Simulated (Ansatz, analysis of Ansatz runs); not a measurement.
# Migration in Al3GaN4 (Pm): V_Al hop (3.1 Å), charge −3, part 2 of 4

How high is the barrier when Al changes place in Al3GaN4 (Pm)? The case: V_Al hop (3.1 Å), charge −3, in a cell of 96 host atoms with 1 Al taken out.

Ansatz 0.2.0; plane-wave PAW DFT, PBEsol; nudged elastic band between two relaxed defect structures at fixed charge in a uniform background.

So far: Starting point; Relaxation of the start point, charge −3.

### 3. Relaxation of the end point, charge −3

Level of this step: plane-wave PAW DFT, PBEsol; relaxation of all atoms of a defect supercell at fixed charge in a uniform background (Ansatz).

The end point is relaxed in the same cell and settings, so that the two energies compare. Atoms more than 3.2 Å from the middle of the hop start where the first relaxation left them, the nearer ones on or close to their ideal places, with small random displacements.

Input file qm3.end/input.yaml:

```yaml
crystal:
  lattice:
    - [10.08692303, 0.0, 0.00025291]
    - [0.0, 9.39015873, 0.0]
    - [-0.00644803, 0.0, 10.83602103]
  atoms:
    - { symbol: Al, position: [0.24970866, 0.16649594, 0.08299973] }
    - { symbol: Al, position: [-0.0002645, 0.1665574, 0.41827653] }
    - { symbol: Al, position: [-0.00024231, -1.298e-05, 0.16586506] }
    - { symbol: Ga, position: [0.25046769, -7.04e-05, 0.33397783] }
    - { symbol: "N", position: [0.05582464, 0.00110793, 0.33230195] }
    - { symbol: "N", position: [0.06078035, 0.16652212, 0.08304292] }
    - { symbol: "N", position: [0.31287163, 0.16655419, 0.42071469] }
    - { symbol: "N", position: [0.31058207, 0.00078335, 0.16318985] }
    - { symbol: Al, position: [0.25194888, 0.16649058, 0.58501599] }
    - { symbol: Al, position: [0.00025327, 0.16656715, 0.9163662] }
    - { symbol: Al, position: [0.00059993, 0.00014375, 0.66530766] }
    - { symbol: Ga, position: [0.25130067, -0.00142591, 0.83256698] }
    - { symbol: "N", position: [0.05679863, -3.429e-05, 0.83337391] }
    - { symbol: "N", position: [0.06269182, 0.16652162, 0.58332928] }
    - { symbol: "N", position: [0.31248065, 0.16657116, 0.92025341] }
    - { symbol: "N", position: [0.31196674, 0.00026792, 0.66371182] }
    - { symbol: Al, position: [0.25088398, 0.49980348, 0.08363715] }
    - { symbol: Al, position: [0.0005961, 0.49928902, 0.41716705] }
    - { symbol: Al, position: [-0.00022746, 0.33307684, 0.16585544] }
    - { symbol: Ga, position: [0.25046475, 0.33311045, 0.33395285] }
    - { symbol: "N", position: [0.05583835, 0.33197327, 0.33230203] }
    - { symbol: "N", position: [0.06171683, 0.49939826, 0.08459644] }
    - { symbol: "N", position: [0.31292125, 0.49921271, 0.41904125] }
    - { symbol: "N", position: [0.31059528, 0.33220858, 0.16317608] }
    - { symbol: Al, position: [0.25230752, 0.50117264, 0.5846167] }
    - { symbol: Al, position: [0.00034447, 0.50061441, 0.91731732] }
    - { symbol: Al, position: [0.00063922, 0.33292165, 0.66529158] }
    - { symbol: Ga, position: [0.25131904, 0.33444927, 0.83256183] }
    - { symbol: "N", position: [0.0568288, 0.33315483, 0.83336604] }
    - { symbol: "N", position: [0.06048083, 0.49454098, 0.58049681] }
    - { symbol: "N", position: [0.3135547, 0.49869469, 0.92185303] }
    - { symbol: "N", position: [0.31196244, 0.33271383, 0.66372335] }
    - { symbol: Al, position: [0.25085787, 0.83319638, 0.08364944] }
    - { symbol: Al, position: [0.00060933, 0.83380924, 0.41717538] }
    - { symbol: Al, position: [0.0002323, 0.66653375, 0.16590339] }
    - { symbol: Ga, position: [0.25145313, 0.66651392, 0.3341945] }
    - { symbol: "N", position: [0.05680966, 0.66654616, 0.33260767] }
    - { symbol: "N", position: [0.06169268, 0.83366151, 0.08460209] }
    - { symbol: "N", position: [0.31291915, 0.83387987, 0.41907479] }
    - { symbol: "N", position: [0.31189708, 0.66650248, 0.16301202] }
    - { symbol: Al, position: [0.25227208, 0.83181789, 0.58464046] }
    - { symbol: Al, position: [0.00033502, 0.83251957, 0.91732031] }
    - { symbol: Al, position: [0.01328165, 0.66653102, 0.66568351] }
    - { symbol: Ga, position: [0.25530592, 0.66650161, 0.83160223] }
    - { symbol: "N", position: [0.05600118, 0.6665683, 0.83778846] }
    - { symbol: "N", position: [0.06044533, 0.83852093, 0.58051169] }
    - { symbol: "N", position: [0.31351201, 0.83444818, 0.92186328] }
    - { symbol: "N", position: [0.27967653, 0.66649188, 0.66334938] }
    - { symbol: Al, position: [0.74959454, 0.16649986, 0.08358257] }
    - { symbol: Al, position: [0.50201893, 0.16655856, 0.42063371] }
    - { symbol: Al, position: [0.50008836, 0.00124931, 0.16608645] }
    - { symbol: Ga, position: [0.74712194, -0.00119889, 0.33464337] }
    - { symbol: "N", position: [0.55408691, 0.00219986, 0.33097191] }
    - { symbol: "N", position: [0.56085848, 0.16652334, 0.08223632] }
    - { symbol: "N", position: [0.81178626, 0.1665465, 0.42094946] }
    - { symbol: "N", position: [0.8113651, 6.605e-05, 0.16349771] }
    - { symbol: Al, position: [0.74701109, 0.16648587, 0.58543199] }
    - { symbol: Al, position: [0.500768, 0.16657117, 0.91584249] }
    - { symbol: Al, position: [0.50296483, -0.00534114, 0.66436416] }
    - { symbol: Ga, position: [0.74941118, -0.00091793, 0.83246708] }
    - { symbol: "N", position: [0.55578923, 0.00032241, 0.83420171] }
    - { symbol: "N", position: [0.55937013, 0.16650103, 0.58678332] }
    - { symbol: "N", position: [0.81289666, 0.16655605, 0.92061907] }
    - { symbol: "N", position: [0.81389483, 0.0011019, 0.66421699] }
    - { symbol: Al, position: [0.74872584, 0.49978191, 0.08216562] }
    - { symbol: Al, position: [0.50045971, 0.5, 0.41740264] }
    - { symbol: Al, position: [0.50009854, 0.33181232, 0.16608651] }
    - { symbol: Ga, position: [0.74711867, 0.33423165, 0.33463374] }
    - { symbol: "N", position: [0.55410502, 0.33087183, 0.33095983] }
    - { symbol: "N", position: [0.56069446, 0.49670158, 0.08676957] }
    - { symbol: "N", position: [0.81256197, 0.5, 0.4200968] }
    - { symbol: "N", position: [0.81138927, 0.33294518, 0.16349328] }
    - { symbol: Al, position: [0.500443, 0.666667, 0.665791] }
    - { symbol: Al, position: [0.50277349, 0.50253014, 0.91658581] }
    - { symbol: Al, position: [0.50054365, 0.33333333, 0.66584605] }
    - { symbol: Ga, position: [0.74944039, 0.33395948, 0.83245924] }
    - { symbol: "N", position: [0.55579838, 0.33283545, 0.83417929] }
    - { symbol: "N", position: [0.56122767, 0.5, 0.58357752] }
    - { symbol: "N", position: [0.81434224, 0.49832961, 0.92042604] }
    - { symbol: "N", position: [0.81159519, 0.33333333, 0.66314769] }
    - { symbol: Al, position: [0.74870725, 0.83320669, 0.08216218] }
    - { symbol: Al, position: [0.50282644, 0.83300824, 0.42131444] }
    - { symbol: Al, position: [0.50181559, 0.66653433, 0.16504122] }
    - { symbol: Ga, position: [0.74863756, 0.66650992, 0.33333108] }
    - { symbol: "N", position: [0.55529102, 0.66653906, 0.33178373] }
    - { symbol: "N", position: [0.56067946, 0.83634967, 0.08674972] }
    - { symbol: "N", position: [0.81471349, 0.8326751, 0.41807367] }
    - { symbol: "N", position: [0.81150091, 0.66650739, 0.16201857] }
    - { symbol: Al, position: [0.75011431, 0.83333333, 0.58366544] }
    - { symbol: Al, position: [0.5027541, 0.83060037, 0.91658147] }
    - { symbol: Ga, position: [0.74970977, 0.66666667, 0.83310103] }
    - { symbol: "N", position: [0.55558724, 0.66666667, 0.83316332] }
    - { symbol: "N", position: [0.56122767, 0.83333333, 0.58357752] }
    - { symbol: "N", position: [0.8143242, 0.83478938, 0.92042608] }
    - { symbol: "N", position: [0.81159519, 0.66666667, 0.66314769] }
total_charge: -3
basis:
  ecutwfc: 420
  xc_grid: 2
hamiltonian:
  xc: pbesol
kpoints:
  mp_grid: { grid: [1, 1, 1], shift: [0.25, 0.25, 0.25] }
scf:
  occupations: { method: fixed }
  max_iter: 100
output:
  forces: true
relax:
  f_tol: 0.02
  max_steps: 70
  random_displacement: { amplitude: 0.01, seed: 3481 }
```

Run with:

```console
ansatz run input.yaml --threads 32 --pin off --max-ram 84787MiB --backend cuda --events-out ev --progress --plain --runs-dir out --max-vram 78GiB
```

Numbers of over 12 decimals in the logs are rounded to 6 here.

The program printed:

```text
[...]
Crystal: 95 atoms, lattice volume = 1026.364 Å³
Basis set: ecut = 420 eV, 20007 PW (Γ), exchange–correlation on 144×128×150 points (8 copies of the dense FFT grid, shifted against one another)
Bands: 347, of which v1, the nominal top of the filled ones, is band 252 counted from 1 (251 counted from 0)
Symmetry: 1 space group operations
k-points: 1
[...]
SCF iter   1: F=—  HF=-81528.297308 eV  |F-HF|=—  |Δ(HF+E_count)|=         —  Δρ=2.63e-2  dr2=8.34e0  ethr=1.77e-3  ⟨swp⟩=5.0  Hψ=1155  notcnv=0  defer=93
[...]
SCF iter   3: F=—  HF=-81525.797030 eV  |F-HF|=—  |Δ(HF+E_count)|=   2.69e-1  Δρ=3.73e-3  dr2=2.68e-1  ethr=1.51e-4  ⟨swp⟩=2.0  Hψ=547  notcnv=0  defer=74
[...]
SCF 1 converged in 8 iterations: F = -81525.719301 eV  dr2 = 6.72e-6
[...]
- { symbol: Ga, position: [0.749662, -0.000255, 0.334896] }
    - { symbol: N, position: [0.554943, -0.000193, 0.333306] }
    - { symbol: N, position: [0.560101, 0.165547, 0.083832] }
[...]
- { symbol: Al, position: [0.751485, 0.171249, 0.585105] }
    - { symbol: Al, position: [0.501407, 0.166589, 0.916724] }
[...]
- { symbol: Ga, position: [0.751611, -0.000202, 0.830129] }
[...]
- { symbol: Ga, position: [0.750851, 0.336845, 0.336230] }
[...]
- { symbol: Ga, position: [0.751922, 0.334415, 0.828452] }
[...]
- { symbol: Al, position: [0.501612, 0.832054, 0.418235] }
    - { symbol: Al, position: [0.501235, 0.666529, 0.166240] }
    - { symbol: Ga, position: [0.750865, 0.662653, 0.336202] }
[...]
- { symbol: Al, position: [0.751479, 0.828256, 0.585111] }
    - { symbol: Al, position: [0.501401, 0.833109, 0.916738] }
    - { symbol: Ga, position: [0.751901, 0.665188, 0.828513] }
    - { symbol: N, position: [0.555652, 0.667014, 0.834434] }
    - { symbol: N, position: [0.560940, 0.833536, 0.583312] }
    - { symbol: N, position: [0.811118, 0.835338, 0.922282] }
    - { symbol: N, position: [0.819809, 0.683151, 0.671983] }
[key lines of the parts left out:]
SCF converged after 3 iterations
```

The job ended after 4.4 s (1 × NVIDIA GB200 with 32 threads of Arm Neoverse V2, shared host; peak memory 1.4 GiB; 20 s of CPU time).

Relaxation path:

| step | energy less that of the first step (eV) | largest force component (eV/Å) |
| --- | --- | --- |
| 1 | 0.0000 | 3.1011 |
| 3 | -2.8424 | 1.3906 |
| 5 | -3.1083 | 0.0810 |
| 7 | -3.1119 | 0.0198 |

The atoms that moved most (Å, from the sites as typed, ahead of the random displacement):

| atom | dx | dy | dz | length |
| --- | --- | --- | --- | --- |
| N48 | 0.313 | 0.041 | 0.028 | 0.317 |
| N78 | -0.281 | -0.001 | 0.000 | 0.281 |
| N80 | 0.083 | -0.159 | 0.096 | 0.204 |
| N95 | 0.082 | 0.155 | 0.096 | 0.200 |
| N71 | 0.078 | -0.002 | -0.179 | 0.195 |
| Al43 | -0.155 | -0.019 | -0.005 | 0.156 |
| N30 | 0.081 | 0.050 | 0.036 | 0.102 |
| Al25 | 0.083 | -0.013 | -0.007 | 0.084 |

Neighbours of Al73 at the end:

| atom | distance (Å) |
| --- | --- |
| N78 | 1.800 |
| N92 | 1.913 |
| N93 | 1.913 |
| N48 | 1.940 |
| Al25 | 3.020 |
| Al66 | 3.067 |
| Al89 | 3.068 |
| Ga91 | 3.073 |
| Al75 | 3.080 |
| Al82 | 3.104 |
| Al41 | 3.132 |

This step gave:

```yaml
free_energy: -81528.8312 eV
r_m_s_move_of_the_farther_half_of_the_atoms: 0.01897 Å
largest_move_from_the_ideal_geometry_of_this_structure_a_common_shift_of_the_far_atoms_taken_out: 0.2757 Å
```

The relaxation gained 3.112 eV and ended with a largest force component of 0.020 eV/Å. The end lies 0.171 eV above the start.

[end of part 2 of 4]

[Logs are printed without paths, hosts, clocks, repeated set-up lines and the standing remarks that a program may print on its own settings, such as how far it seeks lower states.]

[Hosts, paths, dates, database ids (printed as entryN), source tags and the programs' standing remarks are cut or masked in the printed files.]
